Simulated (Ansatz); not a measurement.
**Resistivity from frozen vibrations: Nb(100) with 4 thermally displaced layers, 2x2**

Wanted: the phonon-limited resistivity of Nb at 180 K by the Landauer route.

Main program and level: Ansatz 0.2.0; Ansatz plane-wave DFT, PBE, PAW files; ballistic transport by layer matching (Landauer), zero bias; PAW set soft_1.

## (1) Set-up

The cell holds 56 atoms: 56 Nb. Its edges and angles: a = 6.613 Å, b = 6.613 Å, c = 23.144 Å, α = 90.0°, β = 90.0°, γ = 90.0°. It derives from Nb. Regions: lead, 40 atoms (40 Nb); scattering region, 16 atoms (16 Nb). The structure is stacked along c, and the current runs across the ab planes.

## (2) With 4 displaced layers

Each atom of 4 layers is moved at random, by amounts drawn from a normal law 0.063 Å wide in each direction from the Debye model (275 K) at 180 K. The layers about the cell's end stay perfect and serve as the lead. Disorder leaves little or no symmetry, which makes such runs dear. Energies from -0.05 to 0.05 eV in steps of 0.05 eV are too few for the program's thermal sum, so it prints no conductance; for a metal the transmission near the Fermi level serves, at a fraction of the cost.

input.yaml reads:

```yaml
crystal:
  lattice:
    - [6.6126, 0.0, 0.0]
    - [0.0, 6.6126, 0.0]
    - [0.0, 0.0, 23.1441]
  atoms:
    - { symbol: Nb, position: [0.0, 0.0, 0.0357142857] }
    - { symbol: Nb, position: [0.0, 0.5, 0.0357142857] }
    - { symbol: Nb, position: [0.5, 0.0, 0.0357142857] }
    - { symbol: Nb, position: [0.5, 0.5, 0.0357142857] }
    - { symbol: Nb, position: [0.25, 0.25, 0.1071428571] }
    - { symbol: Nb, position: [0.25, 0.75, 0.1071428571] }
    - { symbol: Nb, position: [0.75, 0.25, 0.1071428571] }
    - { symbol: Nb, position: [0.75, 0.75, 0.1071428571] }
    - { symbol: Nb, position: [0.0, 0.0, 0.1785714286] }
    - { symbol: Nb, position: [0.0, 0.5, 0.1785714286] }
    - { symbol: Nb, position: [0.5, 0.0, 0.1785714286] }
    - { symbol: Nb, position: [0.5, 0.5, 0.1785714286] }
    - { symbol: Nb, position: [0.25, 0.25, 0.25] }
    - { symbol: Nb, position: [0.25, 0.75, 0.25] }
    - { symbol: Nb, position: [0.75, 0.25, 0.25] }
    - { symbol: Nb, position: [0.75, 0.75, 0.25] }
    - { symbol: Nb, position: [0.0, 0.0, 0.3214285714] }
    - { symbol: Nb, position: [0.0, 0.5, 0.3214285714] }
    - { symbol: Nb, position: [0.5, 0.0, 0.3214285714] }
    - { symbol: Nb, position: [0.5, 0.5, 0.3214285714] }
    - { symbol: Nb, position: [0.2511971895, 0.2487421118, 0.3945994386] }
    - { symbol: Nb, position: [0.2509988475, 0.7448994143, 0.3938408768] }
    - { symbol: Nb, position: [0.762416547, 0.2590180022, 0.3909426027] }
    - { symbol: Nb, position: [0.737950794, 0.7440652482, 0.3929695719] }
    - { symbol: Nb, position: [0.9778613091, 0.9979166895, 0.4608961632] }
    - { symbol: Nb, position: [0.9930274297, 0.494817625, 0.4634252069] }
    - { symbol: Nb, position: [0.5039195013, 0.0099266992, 0.4639360305] }
    - { symbol: Nb, position: [0.513011317, 0.4936660885, 0.4652420116] }
    - { symbol: Nb, position: [0.2586027451, 0.2508951749, 0.5336915659] }
    - { symbol: Nb, position: [0.2412234309, 0.7456415843, 0.5363133355] }
    - { symbol: Nb, position: [0.7403865252, 0.2480082529, 0.5352811076] }
    - { symbol: Nb, position: [0.755149873, 0.7520439609, 0.5366810915] }
    - { symbol: Nb, position: [0.9937743149, 0.998765833, 0.6092756941] }
    - { symbol: Nb, position: [0.0142202894, 0.4880113146, 0.611261548] }
    - { symbol: Nb, position: [0.5128152798, 0.0074395624, 0.6078623194] }
    - { symbol: Nb, position: [0.497010861, 0.5138831148, 0.6124758192] }
    - { symbol: Nb, position: [0.25, 0.25, 0.6785714286] }
    - { symbol: Nb, position: [0.25, 0.75, 0.6785714286] }
    - { symbol: Nb, position: [0.75, 0.25, 0.6785714286] }
    - { symbol: Nb, position: [0.75, 0.75, 0.6785714286] }
    - { symbol: Nb, position: [0.0, 0.0, 0.75] }
    - { symbol: Nb, position: [0.0, 0.5, 0.75] }
    - { symbol: Nb, position: [0.5, 0.0, 0.75] }
    - { symbol: Nb, position: [0.5, 0.5, 0.75] }
    - { symbol: Nb, position: [0.25, 0.25, 0.8214285714] }
    - { symbol: Nb, position: [0.25, 0.75, 0.8214285714] }
    - { symbol: Nb, position: [0.75, 0.25, 0.8214285714] }
    - { symbol: Nb, position: [0.75, 0.75, 0.8214285714] }
    - { symbol: Nb, position: [0.0, 0.0, 0.8928571429] }
    - { symbol: Nb, position: [0.0, 0.5, 0.8928571429] }
    - { symbol: Nb, position: [0.5, 0.0, 0.8928571429] }
    - { symbol: Nb, position: [0.5, 0.5, 0.8928571429] }
    - { symbol: Nb, position: [0.25, 0.25, 0.9642857143] }
    - { symbol: Nb, position: [0.25, 0.75, 0.9642857143] }
    - { symbol: Nb, position: [0.75, 0.25, 0.9642857143] }
    - { symbol: Nb, position: [0.75, 0.75, 0.9642857143] }
kpoints:
  mp_grid: { grid: [4, 4, 1] }
hamiltonian:
  xc: pbe
  pseudopotentials: { kind: paw, azcp: { folder: soft_1 } }
scf:
  occupations: { method: fermi_dirac, width: 0.1 }
output:
  transmission: { leads: [[0, 4]], kmesh: [8, 8], e_range: [-0.05, 0.05], de: 0.05 }
  write_potential: true
  write_density: true
  volumetric_format: npy
  elf: true
```

Command:

```console
> ansatz run input.yaml --threads 4 --pin off --max-ram 15360MiB --backend cpu --events-out ev --progress --plain --runs-dir out
```

Numbers of over 12 decimals in the logs are rounded to 6 here.

The program printed:

```text
Engine: ansatz 0.2.0, aarch64-unknown-linux-gnu
Pseudopotentials: kind: paw
Pseudopotential: Nb, paw, valence charge 13, recommended cutoff 420 eV (normal), soft_1/Nb.paw.azcp
Functional definition: PBE
  parameter kappa = 0.804
  parameter beta = 0.066725
  exchange = pbe_x(kappa = kappa, mu = beta*pi^2/3)
  correlation = pbe_c(beta = beta)
Crystal: 56 atoms, lattice volume = 1012.010 Å³
Basis set: ecut = 420 eV, 19757 PW (Γ)
Bands: 437, of which v1, the nominal top of the filled ones, is band 364 counted from 1 (363 counted from 0)
Symmetry: 1 space group operations
Space group: P1 (ITA 1), of the structure as read, at distance tolerance 1.0e-4 Å
k-points: 10 of 16 (time reversal used)
Non-local potential: Nb, projectors of the file, l = 0: 3, l = 1: 2, l = 2: 2, l = 3: 1
PAW form: soft (Blöchl's): semilocal exchange-correlation on the pseudo side does not see the compensation charge
PAW one-centre angular grid: Nb, 590 points (default); XC on 64 Gauss nodes
Initial density: superposition of atomic densities (chi_scale 0.1, normalization cell)
Initial wavefunctions: pseudopotential atomic-orbital guess
Functional: x = pbe(κ = 0.804, μ = 0.219515), c = pbe(β = 0.066725)
SCF iter   1: F=—  HF=-254955.762712 eV  |F-HF|=—  |Δ(HF+E_count)|=         —  Δρ=7.78e-2  dr2=7.35e1  ethr=3.10e-3  ⟨swp⟩=5.8  Hψ=17140  notcnv=0
preconditioner: auto → Kerker (q_TF=auto, 2.583 Å⁻¹)  [metal: Δε(μ)=0.007 eV  Ē_g=3.743 eV  σ=0.100 eV  W_gap=0.02  n_scr=294 (ndim 8)  ℏωp=19.5 eV  f_vac=0.000  D(μ)=76.28/eV (n_scr^D=862)]
SCF iter   2: F=—  HF=-254937.959191 eV  |F-HF|=—  |Δ(HF+E_count)|=    1.78e1  Δρ=4.61e-2  dr2=2.36e1  ethr=3.10e-3  ⟨swp⟩=3.0  Hψ=9209  notcnv=0  defer=41
SCF iter   3: F=—  HF=-254930.486243 eV  |F-HF|=—  |Δ(HF+E_count)|=    7.47e0  Δρ=6.14e-3  dr2=2.20e-1  ethr=3.10e-3  ⟨swp⟩=3.0  Hψ=8294  notcnv=0  defer=41
SCF iter   4: F=—  HF=-254930.521536 eV  |F-HF|=—  |Δ(HF+E_count)|=   3.53e-2  Δρ=8.60e-4  dr2=1.04e-2  ethr=3.02e-5  ⟨swp⟩=3.8  Hψ=8343  notcnv=0  defer=6
SCF iter   5: F=—  HF=-254930.521669 eV  |F-HF|=—  |Δ(HF+E_count)|=   1.33e-4  Δρ=1.80e-4  dr2=1.70e-4  ethr=1.42e-6  ⟨swp⟩=2.0  Hψ=5773  notcnv=0  defer=6
SCF iter   6: F=—  HF=-254930.521765 eV  |F-HF|=—  |Δ(HF+E_count)|=   9.56e-5  Δρ=2.86e-5  dr2=8.65e-6  ethr=2.34e-8  ⟨swp⟩=2.2  Hψ=6529  notcnv=0  defer=6
SCF iter   7: F=—  HF=-254930.521059 eV  |F-HF|=—  |Δ(HF+E_count)|=   7.06e-4  Δρ=4.05e-6  dr2=1.27e-7  ethr=1.19e-9  ⟨swp⟩=2.1  Hψ=5190  notcnv=0  defer=6
SCF iter   8: F=-254930.521059 eV  HF=-254930.521059 eV  |F-HF|=1.51e-9  |Δ(HF+E_count)|=   6.98e-9  Δρ=9.18e-7  dr2=7.28e-9  ethr=1.37e-11  ⟨swp⟩=8.4  Hψ=10629  notcnv=0
SCF 1 converged in 8 iterations: F = -254930.521059 eV  dr2 = 7.28e-9
  greatest PAW one-centre occupation: 0.998 electrons in one spin orbital (limit 2), on the Nb atom at site 43 (counted from 0), in its partial waves of l = 0
transmission: 144 of 1428 steps passed
transmission: 288 of 1428 steps passed
[...]
transmission: 1428 of 1428 steps passed
SCF converged after 8 iterations
Free energy (F): -254930.521059 eV
Harris-Foulkes:  -254930.521059 eV  (|F-HF|=1.51e-9)
Internal energy: -254927.877140 eV  (E = F + TS)
E sigma→0 (E₀):  -254929.199099 eV
Entropy (-TS):   -2.643919 eV (-47.213 meV/atom)
Fermi energy:    17.740678 eV
--- Per-component energies (eV) ---
  E_band       = -3809.363547
  E_kinetic    = 20915.212802
  E_local      = -36425.063297  (includes V_loc(G=0)·N_el)
  E_nonlocal   = 5318.149893
  E_hartree    = 12114.189869
  E_xc         = -9288.368457
  E_vxc        = -11246.822824  (∫ρ·V_xc dr)
  E_paw        = -172605.139328  (= ΣΔE_a)
  E_vpaw       = -6599.222746  (= ΣTr[D̂ρ^β])
  E_aug_tail   = 0.002149  (compensation charges beyond the density's cutoff)
  E_ewald      = -74956.860772
  E_smearing   = -2.643919  (= −TS)
  E_closure    = 0.000000  (closes the sum)
  Σ components = -254930.521059   (vs F -254930.521059, Δ=0.00e0)
--- Band table (eV; the first three rows and the last of 10) ---
  k-point 0: bands = [... 360 lower, 18.0741, 18.0844, 18.0946, 18.0970, 18.1009, 18.1211, 18.2601, 18.2994, ... 69 higher]
  k-point 1: bands = [... 360 lower, 17.9303, 17.9480, 17.9722, 17.9853, 18.0129, 18.0608, 18.0849, 18.1857, ... 69 higher]
  k-point 2: bands = [... 360 lower, 17.6642, 17.6821, 17.6912, 17.6987, 17.7243, 17.7303, 17.7512, 17.7556, ... 69 higher]
  k-point 9: bands = [... 360 lower, 17.0968, 17.1042, 17.1085, 17.1234, 17.1543, 17.1648, 17.1710, 17.2143, ... 69 higher]
--- Transmission ---
  basis      : 385 plane waves across, 42 finite elements along
  points     : 34, standing for a mesh of 8 x 8
  energies   : 3 from -0.050000 to 0.050000 eV about the Fermi level, 0.050000 eV apart; the leads are filled to 0.000000 eV, and channels, transmission and decay are at 0.000000 eV
  crystal 0  : Nb4, at the sites [0, 4], period 1.6531 Å, over 16.53 Å; its Hamiltonian steps by up to 3.2 meV
    offset         : up to 0.0000 Å between an atom of the period and one for which it stands
    channels       : 1.060938e1 a spin
    conductance    : none, the energies end too early or step too widely for 300 K: set another output.transmission.e_range or a lower de, or, where they end at an eighth of basis.ecutwfc, a higher one
  junction   : crystal 0 to crystal 0, 0.70 to 22.19 Å
    transmission   : 8.911995e0 a spin
    conductance    : none, the energies end too early or step too widely for 300 K: set another output.transmission.e_range or a lower de, or, where they end at an eighth of basis.ecutwfc, a higher one
```

Run time: 19 min. Hardware: 4 threads of Arm Neoverse V1, shared host; peak memory 8.3 GiB.

Reading the cycles: dr2 is the Hartree energy of the density residual (eV), the measure of convergence; HF is the Harris–Foulkes estimate of the energy, which meets the free energy F at convergence.

This step gave:

```yaml
free_energy: -254930.5211 eV
energy_at_zero_smearing: -254929.1991 eV
fermi_energy: 17.74 eV
cell_area: 43.73 Å²
transmission_per_spin_nearest_the_fermi_level: 8.912
open_channels_per_spin_nearest_the_fermi_level: 10.61
step_of_the_lead_s_potential: 3.2 meV
```

Per spin. Transmission, zone mean against energy, zero at the Fermi level:

```csv
energy (eV),"transmission, zone mean"
-0.0500,9.33
0.0000,8.91
0.0500,8.64
```

Per spin. The open channels, zone mean, lead by energy, zero at the Fermi level:

```csv
energy (eV),"open channels, zone mean, lead"
-0.0500,11.4
0.0000,10.6
0.0500,10.2
```

Transmission over k1 and k2. At 0.0000 eV from the Fermi level.

Ten even steps from '_' (3.8) to '@' (12.2):
```
__====**@@**==--
--==++##@@##++==
==**##########**
##@@@@##%%##@@@@
==**##########**
--==++##@@##++==
__--==**@@**====
____--++**++--__
```
Columns: k1 (b1) from -0.5 to 0.375; rows upwards: k2 (b2) from -0.5 to 0.375.

Open channels over k1 and k2. At 0.0000 eV from the Fermi level.

Ten even steps from '_' (4.0) to '@' (14.0):
```
__++++%%@@%%++++
**++**%%@@%%**++
**%%%%######%%%%
@@@@@@######@@@@
**%%%%######%%%%
**++**%%@@%%**++
__++++%%@@%%++++
____****@@****__
```
Columns: k1 (b1) from -0.5 to 0.375; rows upwards: k2 (b2) from -0.5 to 0.375.

Valence density in the ca plane at fractional y = 0.000, with atoms of Nb within 0.2 Å of it. It is the smooth field of the valence electrons, not physical close to the nuclei.

Ten even steps from '0' (0.2 e/Å³) to '9' (5.0 e/Å³), each cell a mean:
```
49972000049972000169971000039982000049972000
14530000014530000037741000014641000014530000
00000000000000000001110000000100000000000000
00000000000000000000000000000000000000000000
00000000000000000000000000000000000000000000
00000000000000000000000000000000000000000000
02210000002210000002210000013320000002210000
37851000037851000037851000038972000037851000
59982000059982000059982000059993000059982000
49972000049972000049972000038972000049972000
14530000014530000014420000013320000014530000
00000000000000000000000000000000000000000000
00000000000000000000000000000000000000000000
00000000000000000000000000000000000000000000
00000000000000000000000000000000000000000000
02210000002210000001100000001210000002210000
37851000037851000025530000026851000037851000
59982000059982000159961000049993000059982000
```
Columns run along c (16.0 Å, from fractional 0.15 to 0.85 of the cell), rows up along a (6.6 Å). Atoms in or near the plane, at fractional coordinates: Nb at (0.18, 0.00), Nb at (0.18, 0.50), Nb at (0.32, 0.00), Nb at (0.32, 0.50), Nb at (0.46, 0.98), Nb at (0.46, 0.50), Nb at (0.61, 0.99), Nb at (0.61, 0.51), Nb at (0.75, 0.00), Nb at (0.75, 0.50).

Electrostatic potential energy in the ca plane at fractional y = 0.000, with atoms of Nb within 0.2 Å of it. With pseudopotentials it is smooth inside the atoms' cores, unlike the true potential.

Ten even steps from '0' (-55 eV) to '9' (20 eV), each cell a mean:
```
41026999841026999720026999841015899841026999
64358999964358999852247999964347999964358999
98789999998789999986679999997789999998789999
99999999999999999999999999999999999999999999
99999999999999999999999999999999999999999999
99899999999899999998899999998889999999899999
86578999986578999975568999975468999986578999
52136999852137999852136999851026999852136999
30015899730015899730015899730015899730015899
41026999841026999841026999851026999841026999
64358999964358999974458999975468999964358999
98789999998789999998889999998889999998789999
99999999999999999999999999999999999999999999
99999999999999999999999999999999999999999999
99899999999899999999999999999999999999899999
86578999986578999987789999986678999986578999
52136999852137999853358999863136999852136999
30015899730015899730026999840015899730015899
```
Columns run along c (16.0 Å, from fractional 0.15 to 0.85 of the cell; values clipped at the 3rd and 97th percentile), rows up along a (6.6 Å). Atoms in or near the plane, at fractional coordinates: Nb at (0.18, 0.00), Nb at (0.18, 0.50), Nb at (0.32, 0.00), Nb at (0.32, 0.50), Nb at (0.46, 0.98), Nb at (0.46, 0.50), Nb at (0.61, 0.99), Nb at (0.61, 0.51), Nb at (0.75, 0.00), Nb at (0.75, 0.50).

ELF in the ca plane at fractional y = 0.000, with atoms of Nb within 0.2 Å of it. It is the smooth field of the valence electrons, not physical close to the nuclei.

Ten even steps from '0' (0.17) to '9' (0.72), each cell a mean:
```
88595031188595021294394032078496022188595032
48872153148872242179982154148983144148872154
11111455311111454224421355311211355311111455
31124544542124545420024544542124544531124544
53245534553235444542246544542235544553245544
20013455420002445420013555420012455420013455
24531354124531254125541354136751254224531354
79994042169993032079894042179794033169994142
95186021185185021195185021185086021185185021
88595031188595032188695032079795031188595032
48872154148872254148862254136761253148872154
11111455311111455310101455310001455311111455
31124544542124544431124444542134444431124544
53245534553235544554345434553245534553245544
20013455420003455420023444420002455420013455
24531254124531355212211354113431354124531354
79994042169993142169971142059994143169994142
95186021185185021296593031087186021185185021
```
Columns run along c (16.0 Å, from fractional 0.15 to 0.85 of the cell), rows up along a (6.6 Å). Atoms in or near the plane, at fractional coordinates: Nb at (0.18, 0.00), Nb at (0.18, 0.50), Nb at (0.32, 0.00), Nb at (0.32, 0.50), Nb at (0.46, 0.98), Nb at (0.46, 0.50), Nb at (0.61, 0.99), Nb at (0.61, 0.51), Nb at (0.75, 0.00), Nb at (0.75, 0.50).

Over the solved energies the transmission per spin lies between 8.64 and 9.33, out of 10.7 channels of the lead on average (up to 11.4).

[end of part 1 of 2]

[Logs are printed without paths, hosts, clocks, repeated set-up lines and the standing remarks that a program may print on its own settings, such as how far it seeks lower states.]

[Hosts, paths, dates, database ids (printed as entryN), source tags and the programs' standing remarks are cut or masked in the printed files.]
